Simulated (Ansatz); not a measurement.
# ScAlB4 (built on the sites of a database entry of ScB2): following an unstable mode, part 2 of 3

Aim: this structure of ScAlB4 (built on the sites of a database entry of ScB2) is to be tested for unstable modes, and one is followed downhill.

Ansatz 0.2.0; DFT LDA, scalar-relativistic, plane waves, PAW.

So far, highest frequency on the path or at a solved wavevector (cm⁻¹): step 2 (phonons on a q mesh) 744. Also lowest frequency on the path (cm⁻¹): step 2 -322.

The structure was built from a prototype and need not be the compound's stable phase.

**4. The mode frozen in, largest atomic shift 0.14 Å**

The atoms are moved along the unstable eigenvector, the largest shift by 0.14 Å, with the cell fixed.

File input.yaml:

```yaml
crystal:
  lattice:
    - [0.0, -2.9945439792, -2.9945439792]
    - [0.0, 2.9945439792, -2.9945439792]
    - [5.9890879585, 0.0, 0.0]
  atoms:
    - { symbol: Sc, position: [0.0, 0.5, 0.7635722976] }
    - { symbol: Sc, position: [0.5, 0.0, 0.2364277024] }
    - { symbol: Al, position: [0.5, 0.5, 0.5] }
    - { symbol: Al, position: [0.0, 0.0, 0.0] }
    - { symbol: B, position: [0.205655522, 0.5, 0.1663758695] }
    - { symbol: B, position: [0.7200891457, 0.0, 0.6207517966] }
    - { symbol: B, position: [0.794344478, 0.5, 0.1663758695] }
    - { symbol: B, position: [0.2799108543, 0.0, 0.6207517966] }
    - { symbol: B, position: [0.5, 0.794344478, 0.8336241305] }
    - { symbol: B, position: [0.0, 0.2799108543, 0.3792482034] }
    - { symbol: B, position: [0.5, 0.205655522, 0.8336241305] }
    - { symbol: B, position: [0.0, 0.7200891457, 0.3792482034] }
kpoints:
  mp_grid: { grid: [8, 8, 6] }
hamiltonian:
  xc: lda
scf:
  occupations: { method: methfessel_paxton, width: 0.2 }
output:
  forces: true
  stress: true
  eigenvalues: true
  write_density: true
  write_potential: true
  elf: true
  volumetric_format: npy
```

Command:

```bash
> ansatz run input.yaml --threads 8 --pin off --max-ram 14336MiB --backend cpu --events-out ev --progress --plain --runs-dir out
```

Numbers of over 12 decimals in the logs are rounded to 6 here.

Log:

```text
[...]
Crystal: 12 atoms, lattice volume = 107.412 Å³
Basis set: ecut = 420 eV, 2101 PW (Γ)
Bands: 38, of which v1, the nominal top of the filled ones, is band 26 counted from 1 (25 counted from 0)
Symmetry: 8 space group operations
[...]
k-points: 60 of 384 (time reversal used)
[...]
k-point 0: bands = [... 22 lower, 9.4727, 9.4727, 11.4705, 12.1694, 12.1985, 13.7042, 13.7042, 14.9608, ... 8 higher]
  k-point 1: bands = [... 22 lower, 9.7808, 10.1210, 11.2180, 11.7071, 12.8038, 13.4717, 13.4717, 14.7955, ... 8 higher]
  k-point 2: bands = [... 22 lower, 10.5325, 10.7124, 10.7847, 11.2710, 12.6622, 12.6622, 13.8625, 14.8525, ... 8 higher]
  k-point 59: bands = [... 22 lower, 10.2095, 10.7206, 12.0709, 12.0709, 14.1255, 14.1255, 14.3446, 14.6293, ... 8 higher]
[key lines of the parts left out:]
SCF converged after 6 iterations
Free energy (F): -6397.418412 eV
Fermi energy:    12.275610 eV
P = ⅓ Tr σ = 1.2080 GPa (12.080 kbar)
```

The job ended after 7.2 s (8 threads of Arm Neoverse N1, shared host; peak memory 0.59 GiB; 54 s of CPU time).

This step gave:

```
pressure                         : 1.208 GPa
energy from the undistorted cell : -2.431 meV/atom
```

The energy, extrapolated to zero smearing, is -2.43 meV/atom against the undistorted cell.

The run ends at a pressure of 1.21 GPa, with forces up to 0.15 eV/Å.

**5. Energy along the mode, all amplitudes (two of the runs are shown above)**

An imaginary frequency means negative curvature, so the energy should fall and then rise again as anharmonic terms take over.

Numbers from this step:

```
depth at the lowest point sampled  : 2.431 meV/atom
largest atomic shift at that point : 0.14 Å
```

Energy from the parent against largest atomic shift:

```csv
largest atomic shift (Å),energy from the parent (meV/atom)
0.000,0
0.040,-0.326
0.080,-1.27
0.140,-2.43
0.220,0.844
0.320,21.0
```

Displacement at unit largest shift by atom:

```csv
atom,x (Å),y (Å),z (Å),size
Sc1,0.58,0.00,0.00,0.58
Sc2,-0.58,0.00,0.00,0.58
Al3,0.00,0.00,0.00,0.00
Al4,0.00,0.00,0.00,0.00
B5,0.98,0.15,0.15,1.00
B6,-0.98,-0.15,-0.15,1.00
B7,0.98,-0.15,-0.15,1.00
B8,-0.98,0.15,0.15,1.00
B9,-0.98,0.15,-0.15,1.00
B10,0.98,-0.15,0.15,1.00
B11,-0.98,-0.15,0.15,1.00
B12,0.98,0.15,-0.15,1.00
```

The lowest of the steps tried is at 0.14 Å, 2.43 meV/atom below the parent; the bottom of the well need not coincide with a step.

**6. Relaxation from the frozen mode**

Starting from the lowest point found, all atoms and the cell are let go, so that strain and other modes of the same symmetry can join in.

input.yaml, as its differences from that of step 4:

```diff
@@ -32 +32,6 @@
   volumetric_format: npy
+relax:
+  adjacent_minimum: "off"
+  f_tol: 0.002
+  max_steps: 120
+  cell: { stress_tol: 0.03 }
```

Log:

```text
[...]
Crystal: 12 atoms, lattice volume = 107.412 Å³
Basis set: ecut = 420 eV, 2101 PW (Γ)
Bands: 38, of which v1, the nominal top of the filled ones, is band 26 counted from 1 (25 counted from 0)
Symmetry: 8 space group operations
[...]
k-points: 60 of 384 (time reversal used)
[...]
SCF iter   1: F=—  HF=-6397.463761 eV  |F-HF|=—  |Δ(HF+E_count)|=         —  Δρ=8.99e-3  dr2=1.48e-1  ethr=1.77e-3  ⟨swp⟩=5.8  Hψ=10726  notcnv=0
[...]
SCF iter   6: F=-6397.418412 eV  HF=-6397.418412 eV  |F-HF|=1.58e-8  |Δ(HF+E_count)|=   1.08e-7  S|Δr|=    0.00e0  Δρ=4.68e-6  dr2=2.80e-8  ethr=1.92e-10  ⟨swp⟩=14.1  Hψ=14904  notcnv=0
SCF 1 converged in 6 iterations: F = -6397.418412 eV  dr2 = 2.80e-8
[...]
relax step   1: F+E_penalty+E_count = -6397.41841206 eV  Δ(F+E_penalty+E_count) = +0.000e0 eV  max|allowed force component| = 1.035e-1 eV/Å  Δτ_max = 0.0000 Å  P = +1.208 GPa  Ω = 107.412 Å³  (6 SCF iters, dr2 threshold 1.00e-7 eV, accepted)
Crystal: 12 atoms, lattice volume = 107.835 Å³
[...]
SCF iter   5: F=-6397.421555 eV  HF=-6397.421555 eV  |F-HF|=9.80e-9  |Δ(HF+E_count)|=   1.14e-7  S|Δr|=    0.00e0  Δρ=3.81e-6  dr2=1.43e-8  ethr=5.96e-10  ⟨swp⟩=5.9  Hψ=12743  notcnv=0
SCF 2 converged in 5 iterations: F = -6397.421555 eV  dr2 = 1.43e-8
relax step   2: F+E_penalty+E_count = -6397.42155542 eV  Δ(F+E_penalty+E_count) = -3.143e-3 eV  max|allowed force component| = 8.450e-2 eV/Å  Δτ_max = 0.0052 Å  P = +0.428 GPa  Ω = 107.835 Å³  energy of the carried Pulay correction = -5.734e-4 eV  (5 SCF iters, dr2 threshold 1.20e-6 eV, accepted)
Crystal: 12 atoms, lattice volume = 108.046 Å³
[...]
SCF iter   5: F=-6397.424099 eV  HF=-6397.424099 eV  |F-HF|=3.83e-9  |Δ(HF+E_count)|=   6.56e-8  S|Δr|=    0.00e0  Δρ=2.08e-6  dr2=5.37e-9  ethr=3.43e-10  ⟨swp⟩=5.8  Hψ=11979  notcnv=0
SCF 3 converged in 5 iterations: F = -6397.424099 eV  dr2 = 5.37e-9
relax step   3: F+E_penalty+E_count = -6397.42409881 eV  Δ(F+E_penalty+E_count) = -2.543e-3 eV  max|allowed force component| = 5.460e-2 eV/Å  Δτ_max = 0.0066 Å  P = -0.128 GPa  Ω = 108.046 Å³  energy of the carried Pulay correction = -8.579e-4 eV  (5 SCF iters, dr2 threshold 5.73e-7 eV, accepted)
[... from here on, the SCF cycles and remarks between the steps are left out ...]
relax step   4: F+E_penalty+E_count = -6397.43028510 eV  Δ(F+E_penalty+E_count) = -6.186e-3 eV  max|allowed force component| = 4.921e-2 eV/Å  Δτ_max = 0.0203 Å  P = -0.323 GPa  Ω = 108.216 Å³  energy of the carried Pulay correction = -1.087e-3 eV  (5 SCF iters, dr2 threshold 1.87e-7 eV, accepted)
relax step   5: F+E_penalty+E_count = -6397.89413777 eV  Δ(F+E_penalty+E_count) = -4.639e-1 eV  max|allowed force component| = 7.460e-1 eV/Å  Δτ_max = 0.1951 Å  P = +2.414 GPa  Ω = 109.065 Å³  energy of the carried Pulay correction = -2.227e-3 eV  (6 SCF iters, dr2 threshold 1.01e-6 eV, accepted)
relax step   6: F+E_penalty+E_count = -6398.18421072 eV  Δ(F+E_penalty+E_count) = -2.901e-1 eV  max|allowed force component| = 1.894e0 eV/Å  Δτ_max = 0.1628 Å  P = +9.462 GPa  Ω = 111.053 Å³  energy of the carried Pulay correction = -4.860e-3 eV  (6 SCF iters, dr2 threshold 1.20e-6 eV, accepted)
relax step   7: F+E_penalty+E_count = -6398.77203385 eV  Δ(F+E_penalty+E_count) = -5.878e-1 eV  max|allowed force component| = 1.722e0 eV/Å  Δτ_max = 0.1936 Å  P = +2.365 GPa  Ω = 117.462 Å³  energy of the carried Pulay correction = -1.303e-2 eV  (6 SCF iters, dr2 threshold 1.20e-6 eV, accepted)
relax step   8: F+E_penalty+E_count = -6398.89113361 eV  Δ(F+E_penalty+E_count) = -1.191e-1 eV  max|allowed force component| = 3.967e-1 eV/Å  Δτ_max = 0.0870 Å  P = +0.959 GPa  Ω = 119.664 Å³  energy of the carried Pulay correction = -1.573e-2 eV  (6 SCF iters, dr2 threshold 1.20e-6 eV, accepted)
relax step   9: F+E_penalty+E_count = -6398.66028790 eV  Δ(F+E_penalty+E_count) = +2.308e-1 eV  max|allowed force component| = 1.007e0 eV/Å  Δτ_max = 0.1941 Å  P = -5.103 GPa  Ω = 117.400 Å³  energy of the carried Pulay correction = -1.296e-2 eV  (6 SCF iters, dr2 threshold 1.20e-6 eV, rejected (line search))
relax step  10: F+E_penalty+E_count = -6399.01276421 eV  Δ(F+E_penalty+E_count) = -1.216e-1 eV  max|allowed force component| = 1.160e-1 eV/Å  Δτ_max = 0.0662 Å  P = +1.670 GPa  Ω = 117.165 Å³  energy of the carried Pulay correction = -1.267e-2 eV  (10 SCF iters, accepted)
relax step  11: F+E_penalty+E_count = -6399.03080757 eV  Δ(F+E_penalty+E_count) = -1.804e-2 eV  max|allowed force component| = 8.798e-2 eV/Å  Δτ_max = 0.0281 Å  P = +0.979 GPa  Ω = 117.031 Å³  energy of the carried Pulay correction = -1.250e-2 eV  (5 SCF iters, dr2 threshold 1.20e-6 eV, accepted)
relax step  12: F+E_penalty+E_count = -6399.04243864 eV  Δ(F+E_penalty+E_count) = -1.163e-2 eV  max|allowed force component| = 5.590e-2 eV/Å  Δτ_max = 0.0444 Å  P = -0.147 GPa  Ω = 116.764 Å³  energy of the carried Pulay correction = -1.217e-2 eV  (6 SCF iters, dr2 threshold 1.20e-6 eV, accepted)
relax step  13: F+E_penalty+E_count = -6399.04328111 eV  Δ(F+E_penalty+E_count) = -8.425e-4 eV  max|allowed force component| = 4.323e-2 eV/Å  Δτ_max = 0.0061 Å  P = +0.139 GPa  Ω = 116.485 Å³  energy of the carried Pulay correction = -1.182e-2 eV  (5 SCF iters, dr2 threshold 6.27e-7 eV, accepted)
relax step  14: F+E_penalty+E_count = -6399.04338126 eV  Δ(F+E_penalty+E_count) = -1.002e-4 eV  max|allowed force component| = 3.066e-2 eV/Å  Δτ_max = 0.0071 Å  P = -0.120 GPa  Ω = 116.703 Å³  energy of the carried Pulay correction = -1.209e-2 eV  (5 SCF iters, dr2 threshold 1.17e-7 eV, accepted)
relax step  15: F+E_penalty+E_count = -6399.04363778 eV  Δ(F+E_penalty+E_count) = -2.565e-4 eV  max|allowed force component| = 1.295e-3 eV/Å  Δτ_max = 0.0022 Å  P = +0.007 GPa  Ω = 116.618 Å³  energy of the carried Pulay correction = -1.198e-2 eV  (5 SCF iters, dr2 threshold 6.66e-8 eV, accepted)
relax step  16: F+E_penalty+E_count = -6399.06590672 eV  Δ(F+E_penalty+E_count) = -2.227e-2 eV  max|allowed force component| = 3.385e-3 eV/Å  Δτ_max = 0.0000 Å  P = +0.227 GPa  Ω = 116.618 Å³  stress off target by 3.20e-1 GPa  SCF on the basis re-selected at this cell (its energy is not comparable with the rows above)  (5 SCF iters)
relax step  17: F+E_penalty+E_count = -6399.06600726 eV  Δ(F+E_penalty+E_count) = -1.005e-4 eV  max|allowed force component| = 3.730e-3 eV/Å  Δτ_max = 0.0015 Å  P = +0.019 GPa  Ω = 116.759 Å³  energy of the carried Pulay correction = -2.143e-4 eV  (4 SCF iters, dr2 threshold 2.55e-7 eV, accepted)
relax step  18: F+E_penalty+E_count = -6399.05591046 eV  Δ(F+E_penalty+E_count) = +1.010e-2 eV  max|allowed force component| = 2.330e-1 eV/Å  Δτ_max = 0.0152 Å  P = +0.463 GPa  Ω = 116.762 Å³  energy of the carried Pulay correction = -2.212e-4 eV  (7 SCF iters, dr2 threshold 8.69e-10 eV, rejected (line search))
relax step  19: F+E_penalty+E_count = -6399.06598046 eV  Δ(F+E_penalty+E_count) = +2.680e-5 eV  max|allowed force component| = 1.307e-3 eV/Å  Δτ_max = 0.0009 Å  P = -0.003 GPa  Ω = 116.788 Å³  energy of the carried Pulay correction = -2.588e-4 eV  (8 SCF iters, accepted)
[...]
SCF iter   3: F=-6399.066261 eV  HF=-6399.066261 eV  |F-HF|=4.55e-12  |Δ(HF+E_count)|=   8.55e-9  S|Δr|=    0.00e0  Δρ=1.76e-7  dr2=1.50e-11  ethr=1.00e-12  ⟨swp⟩=6.8  Hψ=12349  notcnv=0
SCF 20 converged in 3 iterations: F = -6399.066261 eV  dr2 = 1.50e-11
relax step  20: F+E_penalty+E_count = -6399.06626099 eV  Δ(F+E_penalty+E_count) = -2.805e-4 eV  max|allowed force component| = 1.348e-3 eV/Å  Δτ_max = 0.0000 Å  P = -0.002 GPa  Ω = 116.788 Å³  stress off target by 7.15e-3 GPa  SCF on the basis re-selected at this cell (its energy is not comparable with the rows above)  (3 SCF iters)
[...]
SCF converged after 3 iterations
[...]
Free energy (F): -6399.066261 eV
[...]
Internal energy: -6399.082762 eV  (E = F + TS)
E sigma→0 (E₀):  -6399.070386 eV
Entropy (-TS):   0.016501 eV (1.375 meV/atom)
Fermi energy:    11.477006 eV
Step filling:    the computed levels leave a gap of 0.0319 eV = 0.2 smearing widths at the electron count; against every level under it full and every level over it empty, smearing changes F+E_penalty+E_count by +4.735 meV and its σ→0 estimate by +0.610 meV
[...]
--- Forces (eV/Å), atoms counted from 1 ---
  atom   1  Sc    -0.00001626     0.00000000     0.00000000
  atom   2  Sc     0.00001626     0.00000000     0.00000000
  atom   3  Al     0.00000000     0.00000000     0.00000000
  atom   4  Al     0.00000000    -0.00000000     0.00000000
  atom   5  B      0.00134750     0.00056805     0.00056805
  atom   6  B      0.00057513     0.00031714     0.00031714
  atom   7  B      0.00134750    -0.00056805    -0.00056805
  atom   8  B      0.00057513    -0.00031714    -0.00031714
  atom   9  B     -0.00134750     0.00056805    -0.00056805
  atom  10  B     -0.00057513     0.00031714    -0.00031714
  atom  11  B     -0.00134750    -0.00056805     0.00056805
  atom  12  B     -0.00057513    -0.00031714     0.00031714
  max |Σ_I F_I| component: 8.50e-17 eV/Å
--- Stress (GPa, compression-positive) ---
       -0.007150      -0.000000       0.000000
       -0.000000      -0.000174      -0.000000
        0.000000      -0.000000      -0.000174
  P = ⅓ Tr σ = -0.0025 GPa (-0.025 kbar)
--- Band table (eV; the first three rows and the last of 60) ---
  k-point 0: bands = [... 22 lower, 8.7989, 8.7989, 9.8035, 11.1000, 11.6534, 11.6534, 12.6734, 13.5372, ... 8 higher]
  k-point 1: bands = [... 22 lower, 9.0557, 9.0557, 9.6545, 11.4760, 11.6517, 11.6517, 12.6545, 13.3127, ... 8 higher]
  k-point 2: bands = [... 22 lower, 9.3522, 9.6785, 9.6785, 11.5297, 11.5297, 11.5985, 12.8203, 12.8203, ... 8 higher]
  k-point 59: bands = [... 22 lower, 9.5662, 9.8263, 9.8263, 11.1341, 11.7457, 11.7457, 12.1027, 12.1027, ... 8 higher]
--- Relaxed structure (18 steps of the walk, 16 accepted, 2 SCFs on fresh bases) ---
  F+E_penalty+E_count = -6399.06626099 eV   max|allowed force component| = 1.348e-3 eV/Å   (the final SCF, on the basis selected at the relaxed cell)
  cell:  # Å, volume = 116.7885 Å³
    - [0, -3.142921, -3.142921]
    - [0, 3.142921, -3.142921]
    - [5.911572, 0, 0]
  atoms:
    - { symbol: Sc, position: [0.0, 0.5, 0.782619] }
    - { symbol: Sc, position: [0.5, 0.0, 0.217381] }
    - { symbol: Al, position: [0.5, 0.5, 0.5] }
    - { symbol: Al, position: [-1.6187063026923992e-18, -7.331698631020567e-19, 6.320950054210528e-19] }
    - { symbol: B, position: [0.182688, 0.5, 0.224966] }
    - { symbol: B, position: [0.809583, 0.0, 0.636790] }
    - { symbol: B, position: [0.817312, 0.5, 0.224966] }
    - { symbol: B, position: [0.190417, 0.0, 0.636790] }
    - { symbol: B, position: [0.5, 0.817312, 0.775034] }
    - { symbol: B, position: [0.0, 0.190417, 0.363210] }
    - { symbol: B, position: [0.5, 0.182688, 0.775034] }
    - { symbol: B, position: [0.0, 0.809583, 0.363210] }
```

Run time: 2.3 min. Hardware: 8 threads; peak memory 0.66 GiB.

(Part 2 of 3 ends here.)

[Logs are printed without paths, hosts, clocks, repeated set-up lines and the standing remarks that a program may print on its own settings, such as how far it seeks lower states.]

[Hosts, paths, dates, database ids (printed as entryN), source tags and the programs' standing remarks are cut or masked in the printed files.]
